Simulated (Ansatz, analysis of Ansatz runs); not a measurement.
# Migration in P2Ir (P2_1/c): Li_i hop between interstitial places, charge +1, part 2 of 2

Wanted: path and barrier of a jump of Li in P2Ir (P2_1/c) at charge +1. The case: Li_i hop between interstitial places, in a cell of 48 host atoms with 1 Li put in.

Ansatz 0.2.0; plane-wave PAW DFT, r2SCAN; nudged elastic band between two relaxed defect structures at fixed charge in a uniform background.

So far, barrier forward (eV): step 4 (nudged elastic band, charge +1) 1.97.

### Step 5. Single point at the top of the path, r2SCAN

A single point at the top of the band gives the levels near the gap and the populations there.

This step: plane-wave PAW DFT, r2SCAN; single point of a defect supercell on a structure of the r2SCAN path.

qp1.top.probe/input.yaml

```yaml
crystal:
  lattice:
    - [-7.90135964, 5.80582367, 5.47271028]
    - [3.63941147, -5.80582367, 5.46597464]
    - [7.90135964, 5.80582367, -5.47271028]
  atoms:
    - { symbol: P, position: [0.37573942, 0.01542952, 0.51795236] }
    - { symbol: P, position: [0.37719156, 0.5145679, 0.01991837] }
[... 1 atom line left out ...]
    - { symbol: P, position: [0.90144524, 0.54125959, 0.55832126] }
[... 2 atom lines left out ...]
    - { symbol: P, position: [0.48434419, 0.22629738, 0.0963231] }
[... 5 atom lines left out ...]
    - { symbol: P, position: [0.49448102, 0.26697906, 0.39007101] }
[... 6 atom lines left out ...]
    - { symbol: P, position: [0.78165276, 0.76489406, 0.35892924] }
[... 3 atom lines left out ...]
    - { symbol: P, position: [0.59544267, 0.9901761, 0.27192263] }
[... 2 atom lines left out ...]
    - { symbol: P, position: [0.72010447, 0.21720115, 0.12811622] }
[... 4 atom lines left out ...]
    - { symbol: P, position: [0.91265807, 0.51682286, 0.74737941] }
[... 3 atom lines left out ...]
    - { symbol: Ir, position: [0.64205097, 0.54091375, 0.39282803] }
[... 2 atom lines left out ...]
    - { symbol: Ir, position: [0.85958118, 0.21995129, 0.36825458] }
[... 2 atom lines left out ...]
    - { symbol: Ir, position: [0.35524242, 0.97080211, 0.11640309] }
[... 3 atom lines left out ...]
    - { symbol: Ir, position: [0.15146957, 0.78729223, 0.64306013] }
[... 2 atom lines left out ...]
    - { symbol: Li, position: [0.72373147, 0.36719068, 0.30860924] }
total_charge: 1
basis:
  ecutwfc: 500
  xc_grid: 2
hamiltonian:
  xc: r2scan
kpoints:
  mp_grid: { grid: [1, 1, 1] }
scf:
  occupations: { method: fixed }
  max_iter: 60
output:
  forces: true
  eigenvalues: true
  eigenstates: { localisation: true }
  populations: true
  write_density: true
  write_potential: true
  volumetric_format: npy
  elf: true
checkpoint:
  write: "../qp1.top.probe.run"
  compress: false
  write_wavefunctions: false
  write_every: 100000
```

The run is started by

```bash
$ ansatz run input.yaml --threads 4 --pin off --max-ram 7536MiB --backend cpu --events-out ev --progress --plain --runs-dir out
```

Run time: 17 s. Hardware: 4 threads of Arm Neoverse V1, shared host; peak memory 1.4 GiB.

Read from the output:

```
free energy : -215728.5301 eV
```

States next to the filling edge at the first k-point, on the run's own zero (eigenstates.tsv). The participation number counts the atoms that a state is spread over, of 49; bands count from 0.

| spin | band | energy (eV) | occupation | participation | largest share on | share |
| --- | --- | --- | --- | --- | --- | --- |
| both | 211 | 13.203 | 2.00 | 34.9 | P11 | 0.05 |
| both | 212 | 13.260 | 2.00 | 35.7 | P7 | 0.05 |
| both | 213 | 13.635 | 2.00 | 33.4 | P17 | 0.05 |
| both | 214 | 13.719 | 2.00 | 41.9 | P23 | 0.03 |
| both | 215 | 13.780 | 2.00 | 41.3 | P10 | 0.04 |
| both | 216 | 13.839 | 2.00 | 43.9 | Ir36 | 0.03 |
| both | 217 | 14.758 | 0.00 | 37.7 | Ir48 | 0.04 |
| both | 218 | 15.515 | 0.00 | 26.6 | Ir35 | 0.06 |
| both | 219 | 15.550 | 0.00 | 27.1 | Ir39 | 0.09 |
| both | 220 | 15.649 | 0.00 | 30.3 | P21 | 0.06 |
| both | 221 | 15.794 | 0.00 | 27.2 | Ir36 | 0.08 |

Under r2SCAN at the zone centre alone, the highest filled state is spread over 44 of 49 atoms, and the lowest empty one, 0.92 eV above it, is spread over 38 of 49 atoms.

Valence electrons by atom (Löwdin), nearest atoms first, with the excess over far atoms of the same element, which can also hold differences between inequivalent host sites (the log counts sites from 0):

| atom | distance from the centre (Å) | electrons | excess |
| --- | --- | --- | --- |
| Li49 | 0.81 | 2.412 | - |
| P4 | 1.41 | 5.147 | 0.129 |
| Ir36 | 1.99 | 16.644 | 0.059 |
| Ir39 | 2.33 | 16.617 | 0.032 |
| P7 | 2.54 | 5.152 | 0.134 |
| P13 | 2.59 | 5.063 | 0.046 |
| P27 | 2.68 | 5.119 | 0.101 |
| P24 | 2.75 | 5.007 | -0.011 |

ELF in the ab plane at fractional z = 0.394, through the centre, with atoms of P and Ir within 0.45 Å of it. It is the smooth field of the valence electrons, not physical close to the nuclei.

Values, 13 rows by 16 columns, each cell a mean:
```
0.35 0.39 0.51 0.41 0.68 0.54 0.24 0.25 0.56 0.77 0.66 0.14 0.16 0.28 0.15 0.13
0.77 0.66 0.32 0.40 0.64 0.54 0.34 0.47 0.77 0.59 0.30 0.23 0.59 0.56 0.58 0.55
0.25 0.59 0.13 0.18 0.36 0.44 0.60 0.35 0.47 0.23 0.14 0.50 0.38 0.35 0.88 0.52
0.45 0.39 0.10 0.36 0.36 0.62 0.62 0.37 0.26 0.15 0.23 0.57 0.62 0.61 0.73 0.38
0.47 0.15 0.38 0.65 0.42 0.45 0.39 0.35 0.37 0.36 0.44 0.37 0.51 0.27 0.33 0.59
0.12 0.45 0.75 0.54 0.25 0.21 0.19 0.19 0.36 0.52 0.56 0.54 0.33 0.13 0.08 0.13
0.39 0.80 0.79 0.24 0.07 0.10 0.06 0.10 0.29 0.52 0.60 0.40 0.26 0.17 0.10 0.10
0.71 0.68 0.47 0.13 0.37 0.51 0.33 0.32 0.60 0.47 0.38 0.28 0.19 0.34 0.28 0.41
0.68 0.44 0.19 0.38 0.57 0.42 0.79 0.64 0.57 0.69 0.24 0.16 0.34 0.38 0.47 0.40
0.30 0.11 0.16 0.57 0.43 0.50 0.87 0.33 0.20 0.47 0.08 0.20 0.30 0.55 0.61 0.37
0.32 0.26 0.28 0.43 0.66 0.48 0.50 0.58 0.63 0.23 0.21 0.55 0.42 0.60 0.57 0.38
0.39 0.40 0.59 0.48 0.35 0.14 0.14 0.32 0.20 0.22 0.58 0.64 0.37 0.32 0.29 0.28
0.32 0.54 0.54 0.51 0.43 0.33 0.10 0.06 0.21 0.68 0.83 0.41 0.13 0.11 0.09 0.12
```
Columns run along a (11.2 Å), rows up along b (8.8 Å). Atoms in or near the plane, at fractional coordinates: P at (0.49, 0.27), P at (0.00, 0.76), P at (0.28, 0.26), P at (0.78, 0.76), Ir at (0.14, 0.03), Ir at (0.64, 0.54), Ir at (0.35, 0.72), Ir at (0.86, 0.22).

Electrostatic potential energy in the ab plane at fractional z = 0.394, through the centre, with atoms of P and Ir within 0.45 Å of it. With pseudopotentials it is smooth inside the atoms' cores, unlike the true potential.

Ten even steps from '_' (-54 eV) to '@' (17 eV), each cell a mean:
```
@@@@**--::--**%%@@%%%%@@@@@@@@@@@@##**##%%@@@@@@@@@@@@@@@@@@@@@@
@@@@%%##**%%@@@@@@%%%%@@@@@@@@@@%%**++**%%@@@@@@@@@@@@@@@@@@@@@@
%%%%%%%%@@@@@@@@@@%%@@@@@@@@@@@@%%##**%%@@@@@@@@@@%%**##%%@@@@@@
====##@@@@@@@@@@@@@@%%##****##%%%%%%%%@@@@@@@@@@##--::==##@@%%**
__..++%%@@@@@@@@@@@@**--..::++%%@@@@@@@@@@@@@@%%==____--##%%**..
__..**@@@@@@@@@@@@%%--______==%%@@@@@@@@@@@@@@##--__..++%%##--__
..++%%@@@@@@@@@@@@**::____::**@@@@@@@@@@@@@@@@%%++==**%%@@##--..
##%%@@@@@@@@@@@@@@##==::--++%%@@@@@@@@@@@@%%%%%%%%%%@@@@@@%%##**
@@@@@@@@@@@@@@@@@@%%##**##%%@@@@@@@@@@%%++==++##@@@@@@@@@@@@@@@@
@@@@@@@@@@%%%%@@@@@@@@@@@@@@@@@@@@@@%%==..__::**@@@@@@@@@@@@@@@@
@@@@@@@@%%%%%%@@@@@@@@@@@@@@@@@@@@@@++..____..**@@@@@@@@@@@@@@@@
@@@@%%%%%%%%@@@@@@@@@@@@@@@@@@@@@@%%==______--%%@@@@@@@@@@@@@@@@
@@##**##%%@@@@@@@@@@@@@@@@@@@@@@@@%%++--::==##@@%%%%%%@@@@@@@@@@
%%**++**%%@@@@@@@@@@@@@@@@@@@@@@@@@@%%####%%@@@@%%%%%%@@@@@@@@@@
%%##**##@@@@@@@@@@%%####%%@@@@@@%%%%%%@@@@@@@@@@%%%%@@@@@@@@@@@@
%%%%%%@@@@@@@@@@##==::==##@@%%++--==##@@@@@@@@@@@@@@@@%%****##%%
@@@@@@@@@@@@@@%%==____--##%%++..__..**@@@@@@@@@@@@@@##--..::++%%
@@@@@@@@@@@@@@##--__..++%%##--____..##@@@@@@@@@@@@%%==______==%%
@@@@@@@@@@@@@@%%++==**%%@@##--..::++%%@@@@@@@@@@@@##::____..++@@
@@@@@@@@@@%%%%%%%%%%@@@@@@%%##**##%%@@@@@@@@@@@@@@##==..::++%%@@
@@@@@@%%**++++##%%@@@@@@@@@@@@@@@@@@@@@@@@@@@@@@@@%%##**##%%@@@@
@@@@%%++::__..++%%@@@@@@@@@@@@@@@@@@@@@@@@%%%%@@@@@@@@@@@@@@@@@@
@@@@##::____..++%%@@@@@@@@@@@@@@@@@@@@@@%%%%%%@@@@@@@@@@@@@@@@@@
@@@@++..____::##@@@@@@@@@@@@@@@@@@@@%%%%%%%%@@@@@@@@@@@@@@@@@@@@
```
Columns run along a (11.2 Å; values clipped at the 3rd and 97th percentile), rows up along b (8.8 Å). Atoms in or near the plane, at fractional coordinates: P at (0.49, 0.27), P at (0.00, 0.76), P at (0.28, 0.26), P at (0.78, 0.76), Ir at (0.14, 0.03), Ir at (0.64, 0.54), Ir at (0.35, 0.72), Ir at (0.86, 0.22).

Valence density in the ab plane at fractional z = 0.394, through the centre, with atoms of P and Ir within 0.45 Å of it. It is the smooth field of the valence electrons, not physical close to the nuclei.

Ten steps, logarithmic in the rise over the least value, from '0' (0.1 e/Å³) to '9' (8.7 e/Å³), each cell a mean:
```
23578854333211112344431000110000
23455433333322223444321012221111
34443222333333334443211123333223
44432111234566544332111244344334
23421001235788643211012343344443
13320001247999642110012443344442
34310012358998532111123444433443
43200122357886422122344443322334
21112233345653222234676532111223
11123333223322112347998632100011
01234432111111012369998632100000
12344321000000012479997432100000
23444310001100012468875322211001
34443210122211112345543233222122
44432111233332234444321222233333
43321112444443344443210122346654
32210123433444432342100123578864
21100124433444421332000124799974
21111234444334434421001235899863
21123344433223343310012235788742
22245765421111222111123334565432
22468986421000111112333322332211
23589996321100000123443211111101
23699985322110001234442100000000
```
Columns run along a (11.2 Å), rows up along b (8.8 Å). Atoms in or near the plane, at fractional coordinates: P at (0.49, 0.27), P at (0.00, 0.76), P at (0.28, 0.26), P at (0.78, 0.76), Ir at (0.14, 0.03), Ir at (0.64, 0.54), Ir at (0.35, 0.72), Ir at (0.86, 0.22).

The distance between the highest filled and the lowest empty level goes from 0.88 eV at the start to 0.92 eV at the top.

### Step 6. Band with another choice: lower cutoff

A lower cutoff tests how well basis errors cancel along the path.

This step: plane-wave PAW DFT, r2SCAN; nudged elastic band between two relaxed defect structures at fixed charge in a uniform background.

qp1.try0/input.yaml

```yaml
crystal:
  lattice:
    - [-7.90135964, 5.80582367, 5.47271028]
    - [3.63941147, -5.80582367, 5.46597464]
    - [7.90135964, 5.80582367, -5.47271028]
  atoms:
    - { symbol: P, position: [0.37550343, 0.01339666, 0.51933904] }
    - { symbol: P, position: [0.37435839, 0.50953573, 0.01771985] }
    - { symbol: P, position: [0.87501484, 0.01344865, 0.01898493] }
    - { symbol: P, position: [0.88917498, 0.53087941, 0.52524885] }
    - { symbol: P, position: [0.00560479, 0.23673708, 0.61340168] }
    - { symbol: P, position: [0.00488067, 0.7365371, 0.11347402] }
    - { symbol: P, position: [0.505707, 0.23605624, 0.11292738] }
    - { symbol: P, position: [0.50503538, 0.73674034, 0.61334414] }
    - { symbol: P, position: [0.12453243, 0.48728136, 0.48225064] }
    - { symbol: P, position: [0.12452159, 0.98766739, 0.98236828] }
    - { symbol: P, position: [0.6242577, 0.48355698, 0.9805597] }
    - { symbol: P, position: [0.62246047, 0.98194485, 0.48050909] }
    - { symbol: P, position: [0.47808007, 0.26368795, 0.38481569] }
    - { symbol: P, position: [0.49641445, 0.76405042, 0.88856395] }
    - { symbol: P, position: [0.99433557, 0.26354444, 0.8874899] }
    - { symbol: P, position: [0.99618245, 0.76382901, 0.38844316] }
    - { symbol: P, position: [0.27112193, 0.2622996, 0.35403381] }
    - { symbol: P, position: [0.28386575, 0.76393226, 0.85804761] }
    - { symbol: P, position: [0.78082221, 0.26180037, 0.85554754] }
    - { symbol: P, position: [0.78217381, 0.76045958, 0.35660678] }
    - { symbol: P, position: [0.09322007, 0.48901806, 0.26996053] }
    - { symbol: P, position: [0.09517889, 0.99103573, 0.77120479] }
    - { symbol: P, position: [0.59324295, 0.48920011, 0.77052107] }
    - { symbol: P, position: [0.58348299, 0.96285544, 0.25510191] }
    - { symbol: P, position: [0.21895825, 0.23836589, 0.64575601] }
    - { symbol: P, position: [0.21814965, 0.73738936, 0.14535804] }
    - { symbol: P, position: [0.71975924, 0.2380001, 0.14529117] }
    - { symbol: P, position: [0.71891738, 0.7389298, 0.64585596] }
    - { symbol: P, position: [0.40916995, 0.01425956, 0.73250116] }
    - { symbol: P, position: [0.40550711, 0.51069121, 0.23120725] }
    - { symbol: P, position: [0.90574128, 0.01015709, 0.23048288] }
    - { symbol: P, position: [0.9126748, 0.5212273, 0.73910452] }
    - { symbol: Ir, position: [0.14431937, 0.03149833, 0.38682268] }
    - { symbol: Ir, position: [0.14635835, 0.53301486, 0.88776381] }
    - { symbol: Ir, position: [0.64609829, 0.03226502, 0.88704408] }
    - { symbol: Ir, position: [0.64470392, 0.53121069, 0.38707702] }
    - { symbol: Ir, position: [0.35481232, 0.21770059, 0.8640132] }
    - { symbol: Ir, position: [0.35370871, 0.71745148, 0.36393206] }
    - { symbol: Ir, position: [0.85528562, 0.21835861, 0.36404679] }
    - { symbol: Ir, position: [0.85429974, 0.71888677, 0.86490496] }
    - { symbol: Ir, position: [0.35403019, 0.46888023, 0.61526479] }
    - { symbol: Ir, position: [0.35459578, 0.967913, 0.11503349] }
    - { symbol: Ir, position: [0.85497128, 0.46796569, 0.11423103] }
    - { symbol: Ir, position: [0.85471828, 0.96763653, 0.6143582] }
    - { symbol: Ir, position: [0.14368147, 0.28199836, 0.13617566] }
    - { symbol: Ir, position: [0.15013122, 0.78604415, 0.63945399] }
    - { symbol: Ir, position: [0.64386295, 0.28216053, 0.6374512] }
    - { symbol: Ir, position: [0.64652242, 0.77790861, 0.13524684] }
    - { symbol: Li, position: [0.68650984, 0.26413424, 0.4422286] }
total_charge: 1
basis:
  ecutwfc: 300
  xc_grid: 2
hamiltonian:
  xc: r2scan
kpoints:
  mp_grid: { grid: [1, 1, 1] }
scf:
  occupations: { method: fixed }
  max_iter: 60
output:
  forces: true
neb:
  images: 3
  f_tol: 0.03
  climbing: true
  initial_path: idpp
  max_iterations: 30
  order_check: false
  final_atoms:
    - { symbol: P, position: [0.37552314, 0.01375783, 0.51873769] }
    - { symbol: P, position: [0.37618541, 0.51345258, 0.02027879] }
[... 1 atom line left out ...]
    - { symbol: P, position: [0.87899565, 0.51361336, 0.5367184] }
[... 2 atom lines left out ...]
    - { symbol: P, position: [0.50161673, 0.2318779, 0.11058846] }
[... 5 atom lines left out ...]
    - { symbol: P, position: [0.49419901, 0.26334683, 0.388979] }
[... 6 atom lines left out ...]
    - { symbol: P, position: [0.78228221, 0.77117291, 0.35966819] }
[... 3 atom lines left out ...]
    - { symbol: P, position: [0.59216086, 0.98731086, 0.27032596] }
[... 2 atom lines left out ...]
    - { symbol: P, position: [0.70792249, 0.21282729, 0.13043847] }
[... 4 atom lines left out ...]
    - { symbol: P, position: [0.90840032, 0.51224327, 0.7422959] }
[... 3 atom lines left out ...]
    - { symbol: Ir, position: [0.64486937, 0.53210232, 0.38938749] }
[... 2 atom lines left out ...]
    - { symbol: Ir, position: [0.85299217, 0.21786168, 0.36438273] }
[... 2 atom lines left out ...]
    - { symbol: Ir, position: [0.35364376, 0.96737999, 0.11483431] }
[... 3 atom lines left out ...]
    - { symbol: Ir, position: [0.14426973, 0.78115011, 0.63761283] }
[... 2 atom lines left out ...]
    - { symbol: Li, position: [0.82207637, 0.51406699, 0.32873704] }
```

It took 4.2 min on 4 threads; peak memory 1.8 GiB; 13 min of CPU time.

The run converged with other settings, drawn as a test and not checked for convergence; the results below rest on the first set.

What was changed: lower cutoff.

Its highest image lies 1.97 eV above the start; the sound band gave 1.97 eV.

Here the change did no harm: 1.970 eV against the band's 1.971 eV.

### Step 7. Summary of results

```yaml
barrier_forward: 1.97 eV
barrier_backward: 1.97 eV
end_less_start: 0.00 eV
hop_length: 3.21 Å
band_iterations_as_the_log_counts_them: 9
```

**Reading.** The top of the band lies 1.97 eV above the start and 1.97 eV above the end, which are alike in energy and neighbours. With an assumed prefactor of 1e13 per second it gives one hop a second along this one path at about 760 K; whether such hops link up through the crystal wasn't checked. At the top Li49 stands 1.96 Å from its nearest P, 0.16 Å closer than at the start. The order of the top as a saddle was not checked for all atoms, so a bent path could be lower. No image-charge correction is applied; it largely cancels along a path if the charge stays localised alike. Limits: sampling at the zone centre alone can move energies of charged and open-shell states by tenths of an eV or more in cells of this size; periodic copies of the defect are only 8.8 Å apart; spin–orbit coupling, which can matter with heavy atoms, is left out.

[Logs are printed without paths, hosts, clocks, repeated set-up lines and the standing remarks that a program may print on its own settings, such as how far it seeks lower states.]

[Hosts, paths, dates, database ids (printed as entryN), source tags and the programs' standing remarks are cut or masked in the printed files.]
